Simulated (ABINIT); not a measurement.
### Quasiparticle gap of KBr (Fm-3m) in ABINIT

The structure is cubic, space group Fm-3m (No. 225). The conventional cell has a = 6.600 Å, b = 6.600 Å, c = 6.600 Å, α = 90.00°, β = 90.00°, γ = 90.00°. Nearest to K lie 6 Br at 3.30 Å. Nearest to Br lie 6 K at 3.30 Å. Farther neighbours, and contacts between anions beyond the nearest, are not listed.

* method: RPA screening on PBE, plane waves, norm-conserving pseudopotentials (and 2 further levels or steps)
* program: ABINIT 10.8.3
* settings: cutoff 33 Ha, PseudoDojo scalar-relativistic 0.4.1 standard, norm-conserving, potential set dojo-sr-pbe-0.4.1-standard, ngkpt (4, 4, 4), nband 171, ecuteps 6 Ha, inclvkb 2, shiftk (0, 0, 0), symchi 1, awtr 1, frequency ppm, 4×4×4 k-mesh
* cost: 5 runs, 3.7 min in all on 4 MPI ranks of Arm Neoverse V1, shared host
* notes: The cell and positions come from the Crystallography Open Database and are kept as given unless a step says otherwise. Limits: no spin-orbit coupling.
* PBE gap: 4.44 eV, direct
* G0W0 gap on the mesh: 6.90 eV
* GW settings: 4×4×4 mesh, 171 bands, screening to 163.3 eV, Godby-Needs plasmon pole
* known limits: short of the basis limit; no spin-orbit coupling

G0W0 moves the gap on the mesh from 4.44 eV to 6.90 eV (+2.47 eV), with Z of 0.81 and 0.86 at the edges. Local fields lower the RPA ε∞ on this mesh from 2.85 to 2.37.

[Paths, hosts, dates, memory and timing lines, banners, echoed tables and standing remarks are left out of the program output; an Ansatz launch command may be rebuilt from the run's recorded settings. Measured values are a selection of at most five: reports struck by readers or far from the other reports are left out. None is set beside runs whose start may be inverted or whose files or cutoffs have a known fault.]

[Runs of the session that timed out or met a known fault of the program may be left out.]

[Hosts, paths, dates, database ids (printed as entryN), source tags and the programs' standing remarks are cut or masked in the printed files.]

[G0W0 gaps are taken among the corrected bands and points alone; a level outside them can change the order at an edge.]

[Where Ansatz stands beside ABINIT at settings called matched, ABINIT's density can come from a denser mesh and the files from another edition; pairs whose starting gaps differed by over 0.03 eV were left out, so agreement reads better than it is.]
